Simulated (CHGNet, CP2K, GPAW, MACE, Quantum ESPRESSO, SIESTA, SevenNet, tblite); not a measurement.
# Random packing of Si51C37H13 (at. %) (71 atoms): one structure in several programs

Wanted: errors and costs of other methods on random packing of Si51C37H13 (at. %) (71 atoms). A plane-wave run serves as the reference.

Program: Quantum ESPRESSO 7.5. Level of theory: Kohn-Sham DFT, PBE, SSSP efficiency 1.3.0 pseudopotentials, plane waves. Values are calculated unless marked as measured.

## (1) The starting structure

The cell holds 71 atoms: 36 Si, 26 C and 9 H. Its edges and angles: a = 9.930 Å, b = 9.930 Å, c = 9.930 Å, α = 90.0°, β = 90.0°, γ = 90.0°. 71 atoms (36 Si, 26 C, 9 H) packed at random in a cube at 2.26 g/cm³ and pushed apart as soft spheres; a start for melting by ab initio MD, not an equilibrated structure. Then every atom was moved at random, 0.03 Å r.m.s. a Cartesian component (hydrogen 0.6 of that).

## (2) The reference run

pw.in reads:

```
&control
  calculation = 'scf'
  pseudo_dir = './pseudo'
  outdir = './tmp'
  disk_io = 'none'
  tprnfor = .true.
  tstress = .true.
/
&system
  ibrav = 0
  nat = 71
  ntyp = 3
  ecutwfc = 45
  ecutrho = 360
  nosym = .true.
  occupations = 'smearing'
  smearing = 'fd'
  degauss = 0.003675
/
&electrons
  conv_thr = 3.5e-07
  electron_maxstep = 100
  mixing_beta = 0.2
  mixing_mode = 'local-TF'
  diagonalization = 'david'
/
ATOMIC_SPECIES
Si 28.085 Si.upf
C 12.011 C.upf
H 1.008 H.upf
CELL_PARAMETERS angstrom
9.92950 0.00000 0.00000
0.00000 9.92950 0.00000
0.00000 0.00000 9.92950
ATOMIC_POSITIONS crystal
Si 0.29602 0.35949 0.82707
Si 0.04819 0.26081 0.40848
Si 0.40965 0.15355 0.79712
Si 0.35282 0.43560 0.48946
Si 0.77283 0.56418 0.82703
Si 0.81199 0.55672 0.29752
Si 0.74649 0.16747 0.73300
Si 0.49883 0.97395 0.07498
Si 0.56544 0.70095 0.95902
Si 0.28369 0.10331 0.52912
Si 0.67798 0.51178 0.09080
Si 0.18088 0.34270 0.62978
[... 55 atom lines left out ...]
H 0.27298 0.65829 0.30463
H 0.91520 0.80393 0.66362
H 0.10467 0.13001 0.11905
H 0.83595 0.72812 0.21087
K_POINTS gamma
```

Run with:

```console
$ OMP_NUM_THREADS=1 mpirun -np 4 pw.x -in pw.in > output.txt
```

Output:

```text
Program PWSCF
     gamma-point specific algorithms are used
     one sub-group per band group will be used
     scalapack distributed-memory algorithm (size of sub-group:  2*  2 procs)
     Parallelization info
     sticks:   dense  smooth     PW     G-vecs:    dense   smooth      PW
     Min        2524    1261    314               190532    67369    8409
     Max        2525    1264    318               190536    67376    8412
     Sum       10097    5049   1265               762137   269489   33641
     bravais-lattice index     =            0
     lattice parameter (alat)  =      18.7640  a.u.
     unit-cell volume          =    6606.6111 (a.u.)^3
     number of atoms/cell      =           71
     number of atomic types    =            3
[... lines left out ...]
     number of k points=     1  Fermi-Dirac smearing, width (Ry)=  0.0037
[... lines left out ...]
     total energy              =    -891.05025097 Ry
[... lines left out ...]
     total energy              =    -890.50635695 Ry
[... lines left out ...]
     total energy              =    -890.72672224 Ry
[... lines left out ...]
     c_bands:  1 eigenvalues not converged
[... lines left out ...]
     c_bands:  1 eigenvalues not converged
[... lines left out ...]
     total energy              =    -890.77249476 Ry
[... lines left out ...]
     total energy              =    -890.77249490 Ry
[... lines left out ...]
    -8.6749  -8.0454  -7.5976  -7.3309  -7.2851  -6.9412  -6.7147  -6.4551
    -6.1972  -6.0491  -5.9428  -5.7233  -5.6530  -5.4449  -5.2536  -5.0735
    -4.6891  -4.6411  -4.5449  -4.3630  -4.2158  -4.1240  -3.8804  -3.7972
[...]
6.6593   6.6703   6.7353   6.7826   6.9304   7.0009   7.0547   7.1074
     7.1516   7.2419   7.3336   7.3514   7.4430   7.5137   7.5698   7.6022
     7.6932   7.7484   7.8565
     the Fermi energy is     6.1663 ev
!    total energy              =    -890.77249490 Ry
     estimated scf accuracy    <       0.00000010 Ry
     smearing contrib. (-TS)   =      -0.01915817 Ry
     internal energy E=F+TS    =    -890.75333673 Ry
     The total energy is F=E-TS. E is the sum of the following terms:
     one-electron contribution =      35.51626769 Ry
     hartree contribution      =     108.46960977 Ry
     xc contribution           =    -337.80626136 Ry
     ewald contribution        =    -536.00145708 Ry
     one-center paw contrib.   =    -160.93149575 Ry
     convergence has been achieved in  19 iterations
     Forces acting on atoms (cartesian axes, Ry/au):
     atom    1 type  1   force =    -0.02677516   -0.08386649    0.08298113
     atom    2 type  1   force =     0.04396396   -0.10128661    0.09936093
     atom    3 type  1   force =     0.05038697   -0.02314948   -0.02497257
[...]
atom   70 type  3   force =    -0.01739219    0.02248440   -0.01454098
     atom   71 type  3   force =     0.01103328   -0.04120978    0.02022035
     Total force =     0.797778     Total SCF correction =     0.000494
     Computing stress (Cartesian axis) and pressure
          total   stress  (Ry/bohr**3)                   (kbar)     P=      -62.02
  -0.00055883   0.00004139  -0.00009023          -82.21        6.09      -13.27
   0.00004139  -0.00042839   0.00004979            6.09      -63.02        7.32
  -0.00009023   0.00004979  -0.00027766          -13.27        7.32      -40.85
     Message from routine punch:
     Nothing written, as per user request (disk_io='none')
```

Wall time 98 s (4 MPI ranks of Arm Neoverse V1, shared host); peak memory 2.4 GiB.

Banners and routine set-up lines are dropped from the logs; longer cuts are marked.

Numbers from this run:

```
r.m.s. force component : 1.405 eV/Å
longest force          : 6.3 eV/Å
pressure               : -6.203 GPa
```

## (3) The ladder

The programs:
- CHGNet: machine-learned potential, published weights.
- CP2K 2026.2: Gaussian basis with GTH pseudopotentials and a plane-wave density; labels give functional, basis (MOLOPT sets; SR short-range, UZH the newer set with its own potentials), grid cutoff/relative cutoff and solver (OT: orbital transformation; TRS4, TC2, SIGN: linear-scaling purification with its sparsity filter), or its built-in tight binding.
- GPAW 26.7.0: PAW with atomic orbitals (LCAO), plane waves or a real-space grid of spacing h.
- MACE: machine-learned potential, published weights.
- Quantum ESPRESSO 7.5: plane waves; labels (QE) give functional, pseudopotential set and cutoffs of waves/density.
- SIESTA 5.4.2: numerical atomic orbitals, whose automatically made sets are far from complete, with PseudoDojo norm-conserving potentials that we converted to its format (checked against plane waves on the same files for H, C, O, Si, Ge and Ca alone); labels give functional, basis size, energy shift and mesh cutoff.
- SevenNet: machine-learned potential, published weights.
- tblite 0.8.0: extended tight binding, driven from Python.

All use the same cell and atoms; the electronic-structure runs use the same k-mesh, and an electronic temperature of 580 K (0.05 eV) where levels are smeared.

Differences are against the plane-wave reference, forces as r.m.s. over components; share is that over the reference's r.m.s. force, slope the least-squares factor from reference forces to these. Total energies of different programs have different zeros and aren't compared.

```
                                                            run  Δ force, r.m.s. (meV/Å)  share (%)  slope  Δ pressure (GPa)  cores  CPU time  memory (GiB)
                                                      reference                        -          -      -                 -      4   6.5 min           2.4
                                        CHGNet r2SCAN potential                      745       53.0  0.756             -5.78      1     4.6 s           1.0
          CP2K PBE+D3(BJ), DZVP-UZH, 450/50 Ry, diagonalisation                      150       10.7  0.948             -1.12      4   7.9 min           3.0
        CP2K PBE, DZVP-UZH, 157/50 Ry, diagonalisation (coarse)                      212       15.1  0.980            0.0787      2   5.3 min          0.64
        CP2K PBE, DZVP-UZH, 315/50 Ry, diagonalisation (coarse)                     67.1       4.77  0.979           -0.0074      2   6.6 min           1.3
        CP2K PBE, DZVP-UZH, 450/30 Ry, diagonalisation (coarse)                     67.0       4.77  0.979           -0.0067      4   6.2 min           2.9
                 CP2K PBE, DZVP-UZH, 450/50 Ry, diagonalisation                     67.0       4.77  0.979           -0.0071      4   7.9 min           2.9
                CP2K PBE, TZV2P-UZH, 450/50 Ry, diagonalisation                     32.4       2.30  0.983            -0.375      4    21 min           3.5
CP2K RPBE, PBE potentials, DZVP-UZH, 450/50 Ry, diagonalisation                     83.8       5.96  0.975             0.809      4   7.9 min           2.9
                                    GPAW PBE, LCAO dzp, h 0.2 Å                      118       8.37  1.021                 -      1     4 min          0.98
                          GPAW PBE, LCAO dzp, h 0.28 Å (coarse)                      359       25.5  1.026                 -      1   2.1 min          0.52
                      GPAW PBE, LCAO szp(dzp), h 0.2 Å (coarse)                      273       19.4  1.036                 -      1   3.1 min          0.95
                                   MACE MP-0b3 medium potential                      473       33.7  0.891             -1.07      1     9.1 s          0.96
                QE PBE+D3(BJ), sssp-1.3.0-efficiency, 45/360 Ry                      123       8.78  0.969             -1.14      2   5.7 min           2.2
                           QE PBE, sg15-1.2, 60/240 Ry (coarse)                     15.6       1.11  1.002            -0.416      2   3.2 min          0.84
                    SIESTA PBE, DZP, shift 0.01 Ry, mesh 300 Ry                      107       7.59  1.017              1.26      2     5 min           1.3
                    SIESTA PBE, TZP, shift 0.01 Ry, mesh 300 Ry                      103       7.32  1.024              1.05      2     7 min           1.5
                                           SevenNet 0 potential                      651       46.3  0.791             -3.34      1     8.9 s          0.85
                                                tblite GFN1-xTB                      800       56.9  1.416              2.51      1     3.6 s          0.12
```

Rows marked coarse use a setting chosen to be so.

Times of the machine-learned potentials are mostly Python's start and the loading of weights.

CPU time is summed over cores on a shared host, where runs went side by side, so it is rough. Symmetry, cutoffs, thresholds, outputs and thread counts weren't matched or tuned between programs; memory under MPI is the largest rank's times the ranks.

Runs without a result: tblite GFN2-xTB (not converged).

Mean charges by element (e), by run and scheme:

```
                                                            run     scheme     Si      C      H
          CP2K PBE+D3(BJ), DZVP-UZH, 450/50 Ry, diagonalisation   Mulliken  +0.21  -0.26  -0.09
          CP2K PBE+D3(BJ), DZVP-UZH, 450/50 Ry, diagonalisation  Hirshfeld  +0.07  -0.10  -0.02
                 CP2K PBE, DZVP-UZH, 315/50 Ry, diagonalisation   Mulliken  +0.21  -0.26  -0.09
                 CP2K PBE, DZVP-UZH, 315/50 Ry, diagonalisation  Hirshfeld  +0.07  -0.10  -0.02
                 CP2K PBE, DZVP-UZH, 450/50 Ry, diagonalisation   Mulliken  +0.21  -0.26  -0.09
                 CP2K PBE, DZVP-UZH, 450/50 Ry, diagonalisation  Hirshfeld  +0.07  -0.10  -0.02
                CP2K PBE, TZV2P-UZH, 450/50 Ry, diagonalisation   Mulliken  +0.20  -0.21  -0.18
                CP2K PBE, TZV2P-UZH, 450/50 Ry, diagonalisation  Hirshfeld  +0.07  -0.09  -0.02
CP2K RPBE, PBE potentials, DZVP-UZH, 450/50 Ry, diagonalisation   Mulliken  +0.22  -0.27  -0.09
CP2K RPBE, PBE potentials, DZVP-UZH, 450/50 Ry, diagonalisation  Hirshfeld  +0.08  -0.10  -0.02
                    SIESTA PBE, DZP, shift 0.01 Ry, mesh 300 Ry  Hirshfeld  +0.07  -0.08  -0.04
                    SIESTA PBE, TZP, shift 0.01 Ry, mesh 300 Ry  Hirshfeld  +0.07  -0.08  -0.04
                                                tblite GFN1-xTB   Mulliken  +0.07  -0.10   0.00
```

Within one program, basis, potentials and functional, energies share a zero. Each run against its twin at the usual cutoff or grid and solver:

```
                                           run                                  twin  Δ energy (meV/atom)  Δ force, r.m.s. (meV/Å)         CPU time over the twin's
CP2K PBE, DZVP-UZH, 157/50 Ry, diagonalisation  DZVP-UZH, 450/50 Ry, diagonalisation                -1.58                      202  0.67 (this twin ran on 4 cores)
CP2K PBE, DZVP-UZH, 315/50 Ry, diagonalisation  DZVP-UZH, 450/50 Ry, diagonalisation               0.0059                     1.89  0.84 (this twin ran on 4 cores)
CP2K PBE, DZVP-UZH, 450/30 Ry, diagonalisation  DZVP-UZH, 450/50 Ry, diagonalisation              -0.0012                    0.126                             0.79
                  GPAW PBE, LCAO dzp, h 0.28 Å                     LCAO dzp, h 0.2 Å                  131                      341                             0.53
```

## (4) Results

```
reference r.m.s. force component                       : 1.41 eV/Å
nearest in forces                                      : QE PBE, sg15-1.2, 60/240 Ry (coarse), 1.1 %
farthest in forces                                     : tblite GFN1-xTB, 57 %
cheapest electronic-structure run beside the reference : tblite GFN1-xTB, 3.6 s of CPU time
```

The PBE runs in local orbitals, coarse settings apart, differ by 2.3 % (CP2K PBE, TZV2P-UZH, 450/50 Ry, diagonalisation) to 8.4 % (GPAW PBE, LCAO dzp, h 0.2 Å); basis, grid and potentials can all enter. Tight binding differs by 57 % (tblite GFN1-xTB); it is another model, with fitted parameters of its own, and the xTB methods hold dispersion. Machine-learned potentials differ by 34 % (MACE MP-0b3 medium potential) to 53 % (CHGNet r2SCAN potential); they were trained on other programs' data, some at another functional. Among those trained on PBE data the slope goes as low as 0.79, with a correlation of 0.89, so directions differ as well as sizes. In the reference's own program, potentials and cutoffs, a change of model alone moves forces by 8.8 % (QE PBE+D3(BJ), sssp-1.3.0-efficiency, 45/360 Ry). Other rows with another functional or a dispersion term differ by 6.0 % (CP2K RPBE, PBE potentials, DZVP-UZH, 450/50 Ry, diagonalisation) to 11 % (CP2K PBE+D3(BJ), DZVP-UZH, 450/50 Ry, diagonalisation), which mixes the change of model with differences of basis and potentials, some of them made for another functional. Runs with settings chosen to be coarse differ by 1.1 % (QE PBE, sg15-1.2, 60/240 Ry) to 26 % (GPAW PBE, LCAO dzp, h 0.28 Å), their programs' other errors included. Of the electronic-structure runs that take under half the reference's CPU time, QE PBE, sg15-1.2, 60/240 Ry comes nearest, at 1.1 % in 3.2 min against 6.5 min. Charges hang on model, scheme and program or settings: among these rows the mean for H runs from -0.18 to +0.00 e. In the reference: levels near the Fermi energy are neither full nor empty under the smearing, so no gap is quoted. Periodic xTB results under one method name differ between programs and library versions. The reference's pressure holds the uncorrected Pulay stress of its 45 Ry basis, so small pressure differences, and their order, may be the reference's own error. The electron count is odd in these runs, and they have no spin polarisation, so the unpaired electron is spread evenly over both spins. Machine-learned potentials mimic data converged in k, so the reference's own k-point error enters their differences. The reference's stress is far from hydrostatic: its diagonal is -8.2, -6.3, -4.1 GPa, compression counted positive. The reference's pressure of -6.2 GPa belongs to unrelaxed atoms and would change as they relax. The electronic-structure runs sample only Γ, in a cell whose shortest periodic width is 10 Å, which is coarse for a cell with partly filled levels.

[Long decimals in the printed logs are rounded to 6 places.]

[Also dropped from logs without a mark: lines with file paths, logging warnings of Python, QE's lines on negative density and diagonalisation, SIESTA's first energy breakdown, zero terms and Voronoi charges.]

[Logs are printed without paths, hosts, clocks, repeated set-up lines and the standing remarks that a program may print on its own settings, such as how far it seeks lower states.]

[Hosts, paths, dates, database ids (printed as entryN), source tags and the programs' standing remarks are cut or masked in the printed files.]

[Not all failed runs are listed: runs killed by the host, ended in a Python traceback or in CONQUEST's support-function errors, and SIESTA runs with faulty potentials for Cu, Fe, Ni or Zn are left out.]
